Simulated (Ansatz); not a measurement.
# SrLiH3 (Pm-3m): following an unstable mode

Which phase does SrLiH3 (Pm-3m) fall into along its unstable mode, and how much energy does it gain?

Method: DFT PBEsol, scalar-relativistic, plane waves, PAW, in Ansatz 0.2.0.

Report form: the programs' logs are mostly left out.

## (1) The starting structure

It takes space group Pm-3m (No. 221, cubic). Conventional cell: a = 4.592 Å, b = 4.592 Å, c = 4.592 Å, α = 90.00°, β = 90.00°, γ = 90.00°. Nearest to Li lie 12 H at 3.25 Å. Sr has 6 H at 2.30 Å nearest. Nearest to H lie 2 Sr at 2.30 Å. Farther neighbours are not listed.

## (2) The dispersion

The cell comes from relaxations at this level that are not shown. Stability and thermal properties need the whole zone. Linear response on a 2×2×2 q mesh gives force constants as far as a supercell of that size would, and the tensors from the zone-centre run are typed in so that the long-range dipole term is interpolated apart.

input.yaml

```yaml
crystal:
  lattice:
    - [4.592489, 0.0, 0.0]
    - [0.0, 4.592489, 0.0]
    - [0.0, 0.0, 4.592489]
  atoms:
    - { symbol: Li, position: [0.0, 0.0, 0.0] }
    - { symbol: Sr, position: [0.5, 0.5, 0.5] }
    - { symbol: H, position: [0.0, 0.5, 0.5] }
    - { symbol: H, position: [0.5, 0.0, 0.5] }
    - { symbol: H, position: [0.5, 0.5, 0.0] }
kpoints:
  mp_grid: { grid: [6, 6, 6] }
hamiltonian:
  xc: pbesol
scf:
  occupations: { method: fixed }
output:
  eigenvalues: true
phonons:
  method: dfpt
  qmesh: [2, 2, 2]
  temperatures: { t_max: 1000, t_step: 50 }
  qpath:
    path:
      - [[0.0, 0.0, 0.0], [0.0, 0.5, 0.0], [0.5, 0.5, 0.0], [0.0, 0.0, 0.0], [0.5, 0.5, 0.5], [0.0, 0.5, 0.0]]
      - [[0.5, 0.5, 0.5], [0.5, 0.5, 0.0]]
    npoints: 10
  non_analytic_term:
    high_frequency_dielectric_tensor: [[3.8406, 0.0, 0.0], [0.0, 3.8406, 0.0], [0.0, 0.0, 3.8406]]
    born_effective_charges:
      - { species: Li, tensor: [[1.4248, 0.0, 0.0], [0.0, 1.4248, 0.0], [0.0, 0.0, 1.4248]] }
      - { species: Sr, tensor: [[1.5954, 0.0, 0.0], [0.0, 1.5954, 0.0], [0.0, 0.0, 1.5954]] }
      - { species: H, tensor: [[-0.9861, 0.0, 0.0], [0.0, -1.017, 0.0], [0.0, 0.0, -1.017]] }
      - { species: H, tensor: [[-1.017, 0.0, 0.0], [0.0, -0.9861, 0.0], [0.0, 0.0, -1.017]] }
      - { species: H, tensor: [[-1.017, 0.0, 0.0], [0.0, -1.017, 0.0], [0.0, 0.0, -0.9861]] }
    source: "zone-centre run at this cell"
```

On the command line:

```console
ansatz run input.yaml --threads 4 --pin off --max-ram 7168MiB --backend cpu --events-out ev --progress --plain --runs-dir out
```

Wall time 48 s (4 threads of AMD EPYC 9R45, shared host); peak memory 0.61 GiB; 58 s of CPU time.

Numbers from this step:

```
gap on the k-mesh                                       : 1.664 eV
volume per atom                                         : 19.37 Å³
sum-rule residual before enforcement                    : 3.96e-5 eV/Å²
lowest frequency on the path                            : -559.6 cm⁻¹
point group                                             : m-3m
highest frequency on the path or at a solved wavevector : 1388 cm⁻¹
highest optical mode at the zone centre (no LO-TO term) : 1287 cm⁻¹
lowest optical zone-centre mode                         : -421.1 cm⁻¹
lowest mode on the q mesh (acoustic modes at Γ apart)   : -559.6 cm⁻¹
```

Frequencies (cm⁻¹) solved at each irreducible wavevector; negative means imaginary. Frequencies by wavevector, by row:

```csv
q in reciprocal lattice units,star,mode 1,mode 2,mode 3,mode 4,mode 13,mode 14,mode 15
0 0 0,1,-421.1,-421.1,-421.1,-418.9,1287,1287,1287
0 0 -0.5,3,-396.9,-396.9,-346.9,-346.9,1286,1286,1362
0 -0.5 -0.5,3,-553.3,-361.6,-361.6,-282.1,1286,1306,1376
-0.5 -0.5 -0.5,1,-559.6,-559.6,-559.6,-280.4,1305,1305,1388
```

Interpolated from a 2×2×2 q mesh, with the LO-TO term (at Γ the limit along the path; where Γ stands inside the path, tables give the limit on arrival). Phonon branches along the path, in cm⁻¹:

| point | branch 1 | branch 2 | branch 3 | branch 4 | branch 12 | branch 13 | branch 14 | branch 15 |
| --- | --- | --- | --- | --- | --- | --- | --- | --- |
| Γ | -421 | -421 | -421 | -419 | 411 | 1287 | 1287 | 1341 |
| halfway | -410 | -410 | -383 | -383 | 432 | 1287 | 1287 | 1352 |
| X | -397 | -397 | -347 | -347 | 452 | 1286 | 1286 | 1362 |
| halfway | -486 | -369 | -344 | -330 | 484 | 1286 | 1299 | 1366 |
| M | -553 | -362 | -362 | -282 | 488 | 1286 | 1306 | 1376 |
| halfway | -463 | -388 | -372 | -361 | 461 | 1286 | 1297 | 1356 |
| Γ | -421 | -421 | -421 | -419 | 411 | 1287 | 1287 | 1341 |
| halfway | -464 | -455 | -455 | -294 | 482 | 1296 | 1296 | 1360 |
| R | -560 | -560 | -560 | -280 | 523 | 1305 | 1305 | 1388 |
| halfway | -488 | -483 | -452 | -298 | 505 | 1296 | 1300 | 1371 |
| X | -397 | -397 | -347 | -347 | 452 | 1286 | 1286 | 1362 |
| jump to R | -560 | -560 | -560 | -280 | 523 | 1305 | 1305 | 1388 |
| halfway | -556 | -485 | -485 | -287 | 508 | 1297 | 1306 | 1380 |
| M | -553 | -362 | -362 | -282 | 488 | 1286 | 1306 | 1376 |

Symmetry leaves 4 wavevectors to solve. The lowest mode among them, the acoustic zeros apart, lies at q = (-0.5, -0.5, -0.5) and is imaginary, 559.6i cm⁻¹, so the energy falls along it.

## (3) The mode frozen in, largest atomic shift 0 Å

The mode followed lies at q = (-0.5, -0.5, -0.5) with frequency 559.6i cm⁻¹ and is 3-fold degenerate, the softest among the wavevectors solved. At small amplitude the distorted cell has space group no. 167 by a symmetry search on the positions. The undistorted cell that holds it gives the zero of energy on the same k mesh.

System of this step: SrLiH3. It takes space group Pm-3m (No. 221, cubic). The conventional cell has a = 4.592 Å, b = 4.592 Å, c = 4.592 Å, α = 90.00°, β = 90.00°, γ = 90.00°. Nearest to Li lie 12 H at 3.25 Å. Sr has 6 H at 2.30 Å nearest. H has 2 Sr at 2.30 Å nearest. Farther neighbours are not listed.

input.yaml

```yaml
crystal:
  lattice:
    - [4.592489, 4.592489, 0.0]
    - [4.592489, 0.0, 4.592489]
    - [4.592489, 0.0, -4.592489]
  atoms:
    - { symbol: Li, position: [0.0, 0.0, 0.0] }
    - { symbol: Li, position: [0.0, 0.5, 0.5] }
    - { symbol: Sr, position: [0.5, 0.25, 0.75] }
    - { symbol: Sr, position: [0.5, 0.75, 0.25] }
    - { symbol: H, position: [0.5, 0.0, 0.5] }
    - { symbol: H, position: [0.5, 0.5, 1.0] }
    - { symbol: H, position: [0.0, 0.5, 0.0] }
    - { symbol: H, position: [0.0, 0.0, 0.5] }
    - { symbol: H, position: [0.5, 0.0, 0.0] }
    - { symbol: H, position: [0.5, 0.5, 0.5] }
kpoints:
  mp_grid: { grid: [6, 6, 6] }
hamiltonian:
  xc: pbesol
scf:
  occupations: { method: gaussian, width: 0.02 }
output:
  forces: true
  stress: true
  eigenvalues: true
```

Wall time 1.5 s (4 threads); peak memory 0.52 GiB; 2.4 s of CPU time.

Numbers from this step:

| Quantity | Value |
| --- | --- |
| pressure | -0.004585 GPa |
| energy from the undistorted cell | 0 meV/atom |

At this level the gap is 1.66 eV on the k-mesh of the self-consistent run, which can miss the band edges.

## (4) The mode frozen in, largest atomic shift 0.6 Å

The atoms are moved along the unstable eigenvector, the largest shift by 0.6 Å, with the cell fixed.

input.yaml, the sections that differ from step 3:

```yaml
crystal:
  lattice:
    - [4.592489, 4.592489, 0.0]
    - [4.592489, 0.0, 4.592489]
    - [4.592489, 0.0, -4.592489]
  atoms:
    - { symbol: Li, position: [0.0, 0.0, 0.0] }
    - { symbol: Li, position: [0.0, 0.5, 0.5] }
    - { symbol: Sr, position: [0.5, 0.25, 0.75] }
    - { symbol: Sr, position: [0.5, 0.75, 0.25] }
    - { symbol: H, position: [0.5923821633, -0.0923821633, 0.5] }
    - { symbol: H, position: [0.4076178367, 0.5923821633, 1.0] }
    - { symbol: H, position: [0.0, 0.4076178367, 0.0] }
    - { symbol: H, position: [0.0, 0.0923821633, 0.5] }
    - { symbol: H, position: [0.5923821633, 0.0, 0.0] }
    - { symbol: H, position: [0.4076178367, 0.5, 0.5] }
# kpoints, hamiltonian, scf, output: as in step 3
```

The job ended after 2.1 s (4 threads; peak memory 0.59 GiB; 4.3 s of CPU time).

This step gave:

```yaml
pressure: -1.846 GPa
gap_on_the_k_mesh: 2.114 eV
energy_from_the_undistorted_cell: -102.5 meV/atom
```

The energy, extrapolated to zero smearing, is -102.50 meV/atom against the undistorted cell.

The run ends at a pressure of -1.85 GPa, with forces up to 0.46 eV/Å.

## (5) Energy along the mode, all amplitudes (two of the runs are shown above)

An imaginary frequency means negative curvature, so the energy should fall and then rise again as anharmonic terms take over.

Numbers from this step:

| Item | Value |
| --- | --- |
| depth at the lowest point sampled | 102.5 meV/atom |
| largest atomic shift at that point | 0.6 Å |

Table of energy from the parent by largest atomic shift:

| largest atomic shift (Å) | energy from the parent (meV/atom) |
| --- | --- |
| 0.000 | 0 |
| 0.040 | -0.557 |
| 0.080 | -2.22 |
| 0.140 | -6.75 |
| 0.220 | -16.4 |
| 0.320 | -33.6 |
| 0.450 | -62.9 |
| 0.600 | -102 |

Displacement at unit largest shift by atom:

```
atom   x (Å)   y (Å)   z (Å)   size
 Li1   0.000   0.000   0.000  0.000
 Li2   0.000   0.000   0.000  0.000
 Sr3   0.000   0.000   0.000  0.000
 Sr4   0.000   0.000   0.000  0.000
  H5   0.000   0.707  -0.707  1.000
  H6   0.000  -0.707   0.707  1.000
  H7  -0.707   0.000  -0.707  1.000
  H8   0.707   0.000   0.707  1.000
  H9   0.707   0.707   0.000  1.000
 H10  -0.707  -0.707   0.000  1.000
```

The lowest of the steps tried is the last one, at 0.6 Å, 102 meV/atom below the parent; the bottom of the well need not coincide with a step.

## (6) Relaxing from the distorted cell

Starting from the lowest point found, all atoms and the cell are let go, so that strain and other modes of the same symmetry can join in.

input.yaml: that of step 4 with these lines changed.

```diff
@@ -21,3 +21,3 @@
 scf:
-  occupations: { method: gaussian, width: 0.02 }
+  occupations: { method: fixed }
 output:
@@ -26 +26,10 @@
   eigenvalues: true
+  write_density: true
+  write_potential: true
+  elf: true
+  volumetric_format: npy
+relax:
+  adjacent_minimum: "off"
+  f_tol: 0.002
+  max_steps: 120
+  cell: { stress_tol: 0.03 }
```

The job ended after 30 s (4 threads; peak memory 0.64 GiB; 63 s of CPU time).

Relaxation path:

```csv
step,energy less that of the first step (eV),largest force component (eV/Å),pressure (GPa),volume (Å³)
1,0.0000,0.3238,-1.85,193.72
2,-0.7437,0.3658,-1.83,182.88
3,-1.5127,0.3292,-1.38,170.64
4,-2.0297,0.1011,-0.53,160.45
5,-2.0579,0.0938,1.33,152.06
6,-2.0875,0.0268,0.73,155.87
7,-2.0842,0.0655,-0.56,162.72
8,-2.0971,0.0031,0.14,158.87
9,-2.0975,0.0000,0.00,159.51
10*,-2.0933,0.0001,-0.02,159.51
11,-2.0934,0.0001,0.00,159.45
12*,-2.0933,0.0001,0.00,159.45
```

Relaxation steps marked * repeat the geometry before them on a plane-wave basis chosen anew for their cell, so energy and pressure can jump there. Relaxation step 7 was tried and not accepted.

Forces are held to the 12 operations that the run works with; a distortion that breaks them can't arise in this run.

```
     cell as run  before  after   change
           a (Å)   6.495  5.705  -12.2 %
           b (Å)   6.495  5.705  -12.2 %
           c (Å)   6.495  6.546   +0.8 %
           β (°)   60.00  64.16   +6.9 %
volume (Å³/atom)   19.37  15.94  -17.7 %
```

The atoms that moved most (Å, as changes of fractional coordinates times the final cell):

```
atom      dx      dy      dz  length
  H5   0.000   0.379  -0.379   0.536
  H6   0.000  -0.379   0.379   0.536
  H7  -0.379   0.000  -0.379   0.536
  H8   0.379   0.000   0.379   0.536
 H10  -0.379  -0.379   0.000   0.536
  H9   0.379   0.379   0.000   0.536
```

The relaxed structure:

```cif
data_structure
_symmetry_space_group_name_H-M 'P 1'
_symmetry_Int_Tables_number 1
_cell_length_a 5.7052
_cell_length_b 5.7052
_cell_length_c 6.5456
_cell_angle_alpha 90.000
_cell_angle_beta 64.164
_cell_angle_gamma 60.000
_cell_volume 159.45
loop_
_atom_site_label
_atom_site_type_symbol
_atom_site_fract_x
_atom_site_fract_y
_atom_site_fract_z
_atom_site_occupancy
Li1 Li 0.00000 0.00000 0.00000 1
Li2 Li 0.00000 0.50000 0.50000 1
Sr3 Sr 0.50000 0.25000 0.75000 1
Sr4 Sr 0.50000 0.75000 0.25000 1
H5 H 0.68632 0.81368 0.50000 1
H6 H 0.31368 0.68632 0.00000 1
H7 H 0.00000 0.31368 0.00000 1
H8 H 0.00000 0.18632 0.50000 1
H9 H 0.68632 0.00000 0.00000 1
H10 H 0.31368 0.50000 0.50000 1
```

This step gave:

- pressure: 8.81e-4 GPa
- gap on the k-mesh: 1.984 eV
- volume per atom: 15.94 Å³

Electrostatic potential energy in the ac plane of the conventional cell at fractional y = 0.000, with atoms of Li and Sr and H within 0.2 Å of it. With pseudopotentials it is smooth inside the atoms' cores, unlike the true potential.

Ten even steps from '_' (-49 eV) to '@' (7 eV), each cell a mean:
```
__..++%%@@@@@@@@@@@@@@@@@@##--__
##%%%%@@@@@@@@@@@@%%++**@@@@%%##
@@@@@@@@@@@@@@@@@@@@##%%@@@@@@@@
@@@@@@@@@@@@@@@@@@@@@@@@@@@@@@@@
%%@@@@@@@@@@@@@@@@@@@@@@@@@@@@@@
--**%%@@**==%%@@@@@@@@@@@@@@##==
++##@@@@%%##@@@@@@@@@@@@@@@@%%++
@@@@@@@@@@@@@@@@@@@@@@@@@@@@@@@@
@@@@@@@@@@@@@@@@@@@@@@@@@@@@@@@@
@@@@@@@@@@@@@@@@@@%%++**@@@@@@@@
++##%%@@@@@@@@@@@@@@##%%@@%%##**
____==%%@@@@@@@@@@@@@@@@%%##..__
__..++%%@@@@@@@@@@@@@@@@%%##--__
##%%%%@@%%++##@@@@@@@@@@@@@@%%##
@@@@@@@@@@##%%@@@@@@@@@@@@@@@@@@
@@@@@@@@@@@@@@@@@@@@@@@@@@@@@@@@
%%@@@@@@@@@@@@@@@@@@@@@@@@@@@@@@
--**%%@@@@@@@@@@@@@@**++%%@@##==
++##@@@@@@@@@@@@@@@@%%##@@@@%%++
@@@@@@@@@@@@@@@@@@@@@@@@@@@@@@@@
@@@@@@@@@@@@@@@@@@@@@@@@@@@@@@@@
@@@@@@@@%%++##@@@@@@@@@@@@@@@@@@
++##%%@@@@##%%@@@@@@@@@@@@%%##**
____==%%@@@@@@@@@@@@@@@@%%**..__
```
Columns run along a (5.7 Å; values clipped at the 3rd and 97th percentile), rows up along c (17.0 Å), edges of the conventional cell, whose origin can differ from the input's. Atoms in or near the plane, at fractional coordinates: Li at (0.00, 0.75), Li at (0.00, 0.25), Sr at (0.00, 0.50), Sr at (0.00, 0.00), H at (0.67, 0.58), H at (0.33, 0.42), H at (0.31, 0.75), H at (0.69, 0.25), H at (0.35, 0.08), H at (0.65, 0.92).

Valence density in the ac plane of the conventional cell at fractional y = 0.000, with atoms of Li and Sr and H within 0.2 Å of it. It is the smooth field of the valence electrons, not physical close to the nuclei.

Values in e/Å³, 24 rows by 16 columns, each cell a mean:
```
2.2 2.0 0.8 0.2 0.0 0.0 0.0 0.0 0.1 0.1 0.1 0.1 0.2 0.5 1.5 2.2
0.4 0.3 0.1 0.0 0.0 0.0 0.0 0.1 0.2 0.4 0.9 0.7 0.3 0.2 0.2 0.3
0.0 0.0 0.0 0.0 0.0 0.0 0.0 0.1 0.1 0.3 0.6 0.5 0.2 0.1 0.0 0.0
0.0 0.0 0.0 0.0 0.0 0.0 0.0 0.0 0.1 0.1 0.1 0.1 0.1 0.0 0.0 0.0
0.0 0.0 0.0 0.1 0.1 0.1 0.1 0.1 0.0 0.0 0.0 0.0 0.0 0.0 0.0 0.0
4.5 1.1 0.1 0.3 0.7 0.9 0.4 0.2 0.1 0.0 0.0 0.0 0.0 0.1 0.3 2.9
2.5 0.6 0.1 0.2 0.5 0.6 0.3 0.1 0.1 0.0 0.0 0.0 0.0 0.0 0.2 1.6
0.0 0.0 0.0 0.1 0.1 0.1 0.1 0.1 0.0 0.0 0.0 0.0 0.0 0.0 0.0 0.0
0.0 0.0 0.0 0.0 0.0 0.0 0.0 0.0 0.1 0.1 0.1 0.1 0.1 0.0 0.0 0.0
0.0 0.0 0.0 0.0 0.0 0.0 0.0 0.1 0.2 0.4 0.9 0.7 0.3 0.1 0.1 0.0
0.8 0.5 0.2 0.1 0.0 0.0 0.0 0.1 0.1 0.3 0.6 0.5 0.2 0.2 0.4 0.7
2.1 2.3 1.1 0.2 0.1 0.0 0.0 0.0 0.0 0.1 0.1 0.1 0.1 0.6 1.8 2.4
2.2 2.0 0.9 0.2 0.1 0.1 0.1 0.1 0.0 0.0 0.0 0.0 0.1 0.4 1.5 2.2
0.4 0.3 0.2 0.2 0.4 0.9 0.6 0.3 0.1 0.0 0.0 0.0 0.0 0.1 0.2 0.3
0.0 0.0 0.1 0.1 0.3 0.6 0.5 0.2 0.1 0.0 0.0 0.0 0.0 0.0 0.0 0.0
0.0 0.0 0.0 0.0 0.1 0.1 0.1 0.1 0.0 0.0 0.0 0.0 0.0 0.0 0.0 0.0
0.0 0.0 0.0 0.0 0.0 0.0 0.0 0.0 0.1 0.1 0.1 0.1 0.1 0.1 0.0 0.0
4.5 1.1 0.1 0.0 0.0 0.0 0.0 0.0 0.1 0.3 0.7 0.9 0.4 0.2 0.3 2.9
2.5 0.6 0.1 0.0 0.0 0.0 0.0 0.0 0.1 0.2 0.5 0.6 0.3 0.2 0.2 1.6
0.0 0.0 0.0 0.0 0.0 0.0 0.0 0.0 0.0 0.1 0.1 0.1 0.1 0.0 0.0 0.0
0.0 0.0 0.0 0.1 0.1 0.1 0.1 0.1 0.1 0.0 0.0 0.0 0.0 0.0 0.0 0.0
0.0 0.0 0.1 0.2 0.4 0.9 0.7 0.3 0.1 0.0 0.0 0.0 0.0 0.0 0.0 0.0
0.8 0.5 0.3 0.2 0.4 0.6 0.5 0.2 0.1 0.0 0.0 0.0 0.0 0.1 0.4 0.7
2.1 2.3 1.1 0.3 0.1 0.1 0.1 0.1 0.0 0.0 0.0 0.0 0.1 0.5 1.8 2.4
```
Columns run along a (5.7 Å), rows up along c (17.0 Å), edges of the conventional cell, whose origin can differ from the input's. Atoms in or near the plane, at fractional coordinates: Li at (0.00, 0.75), Li at (0.00, 0.25), Sr at (0.00, 0.50), Sr at (0.00, 0.00), H at (0.67, 0.58), H at (0.33, 0.42), H at (0.31, 0.75), H at (0.69, 0.25), H at (0.35, 0.08), H at (0.65, 0.92).

ELF in the ac plane of the conventional cell at fractional y = 0.000, with atoms of Li and Sr and H within 0.2 Å of it. It is the smooth field of the valence electrons, not physical close to the nuclei.

Ten even steps from '0' (0.01) to '9' (1.00), each cell a mean:
```
5772000147752476
4310001599997323
0000000379999610
0000000012454200
0026775200000000
8339999840000017
6239999730000004
0014553100000000
0000000024676300
0000001489999610
6520001599996235
4773000125531585
6762367630001586
4325999983000023
0049999851000000
0013453200000000
0000000013677400
8300000279999616
6200000159999614
0000000002455300
0025675310000000
0038999972000000
6424899972000145
4773145410001685
```
Columns run along a (5.7 Å), rows up along c (17.0 Å), edges of the conventional cell, whose origin can differ from the input's. Atoms in or near the plane, at fractional coordinates: Li at (0.00, 0.75), Li at (0.00, 0.25), Sr at (0.00, 0.50), Sr at (0.00, 0.00), H at (0.67, 0.58), H at (0.33, 0.42), H at (0.31, 0.75), H at (0.69, 0.25), H at (0.35, 0.08), H at (0.65, 0.92).

The distorted start has space group R-3c; the relaxation ends in R-3c.

## (7) The new phase in its own primitive cell

The relaxed structure is symmetrised, reduced to its primitive cell and relaxed tightly, as its phonons need.

input.yaml

```yaml
crystal:
  lattice:
    - [2.8525825712, 1.6469393154, 5.6564714745]
    - [-2.8525825712, 1.6469393154, 5.6564714745]
    - [0.0, -3.2938786307, 5.6564714745]
  atoms:
    - { symbol: Li, position: [0.75, 0.75, 0.75] }
    - { symbol: Li, position: [0.25, 0.25, 0.25] }
    - { symbol: Sr, position: [0.5, 0.5, 0.5] }
    - { symbol: Sr, position: [0.0, 0.0, 0.0] }
    - { symbol: H, position: [0.25, 0.9363188023, 0.5636811977] }
    - { symbol: H, position: [0.75, 0.0636811977, 0.4363188023] }
    - { symbol: H, position: [0.0636811977, 0.4363188023, 0.75] }
    - { symbol: H, position: [0.9363188023, 0.5636811977, 0.25] }
    - { symbol: H, position: [0.4363188023, 0.75, 0.0636811977] }
    - { symbol: H, position: [0.5636811977, 0.25, 0.9363188023] }
kpoints:
  mp_grid: { grid: [6, 6, 6] }
hamiltonian:
  xc: pbesol
scf:
  occupations: { method: fixed }
output:
  forces: true
  stress: true
  eigenvalues: true
relax:
  adjacent_minimum: "off"
  f_tol: 0.001
  max_steps: 60
  cell: { stress_tol: 0.01 }
```

The job ended after 5.7 s (4 threads; peak memory 0.56 GiB).

Little changed from the start: no atom moved by 0.005 Å and no cell edge by 0.1 %.

This step gave:

| Quantity | Value |
| --- | --- |
| pressure | 8.84e-4 GPa |
| direct gap on mesh | 1.984 eV |

The largest force component left is 0.094 meV/Å and the pressure is 0.001 GPa, within the tolerances set. The cell now holds 15.94 Å³/atom.

(Continued in part 2 of 2.)

[Logs are printed without paths, hosts, clocks, repeated set-up lines and the standing remarks that a program may print on its own settings, such as how far it seeks lower states.]

[Hosts, paths, dates, database ids (printed as entryN), source tags and the programs' standing remarks are cut or masked in the printed files.]
